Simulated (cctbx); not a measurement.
# Interatomic vectors of LuAl12

Space group Fm-3m (no. 225), a = 9.6810 Å, b = 9.6810 Å, c = 9.6810 Å, α = 90.00°, β = 90.00°, γ = 90.00°, content Lu4 Al48.

The data are simulated with cctbx, not measured: Cu Kα, λ = 1.54184 Å, to d = 0.8 Å, 70 % of the full sphere, strongest reflection 20000 counts, noise from counting, a 6 % proportional error and a noise floor of 2 counts (s.d.); no absorption.

Patterson synthesis, origin scaled to 1000:

```text
Patterson group F m -3 m
      u       v       w   height  length (A)
  0.000   0.000   0.000   1000.0     0.00
  0.000   0.173   0.327    238.6     3.58
  0.166   0.166   0.334     95.1     3.95
  0.000   0.171   0.171     88.8     2.35
  0.000   0.000   0.347     67.5     3.36
  0.069   0.069   0.069      6.7     1.15
  0.000   0.085   0.085      4.4     1.17
  0.000   0.000   0.119      3.3     1.15
  0.086   0.086   0.340      3.2     3.50
  0.071   0.250   0.250      0.5     3.49
  0.080   0.158   0.237      0.4     2.86
  0.000   0.250   0.250     -1.3     3.42
  0.083   0.083   0.284     -4.0     2.97
  0.000   0.079   0.421     -4.1     4.15
```

Q: Assign the vectors.

A peak at u stands for all pairs with xi − xj = u, with weight Σ ZiZj against Σ Z² = 28276 at the origin. Peak heights follow these weights only roughly, since form factors, motion and series ripples differ, all vectors within 0.55 Å of a peak are counted as merged into it though the farther ones add only part of their weight, and F(000) is left out, which lowers the whole map:

| u | v | w | shortest length (Å) | height | 1000 ΣZiZj/ΣZ² | pairs in the cell |
| --- | --- | --- | --- | --- | --- | --- |
| 0.000 | 0.173 | 0.327 | 3.58 | 239 | 261 | 8 × Lu–Al |
| 0.166 | 0.166 | 0.334 | 3.95 | 95 | 143 | 24 × Al–Al |
| 0.000 | 0.171 | 0.171 | 2.34 | 89 | 120 | 20 × Al–Al |
| 0.000 | 0.000 | 0.347 | 3.36 | 68 | 96 | 16 × Al–Al |

The table stops at ten peaks or at a height of 45, below which ripples compete. In the model behind the data Lu, the heaviest element, has 1 independent site: (0, 0, 0), up to an allowed shift of origin. No listed peak is a Lu–Lu vector, so the position follows from the cell content and the cross vectors. The whole model:

```csv
atom,mult.,x,y,z,Ueq (Å²)
Lu1,4,0,0,0,0.0135
Al1,48,0.3278,0,0.8278,0.0143
```

The model is made up (kin elements in a known structure type, no relaxation), so it says nothing on whether the phase exists.

[Logs are printed without paths, hosts, clocks, repeated set-up lines and the standing remarks that a program may print on its own settings, such as how far it seeks lower states.]
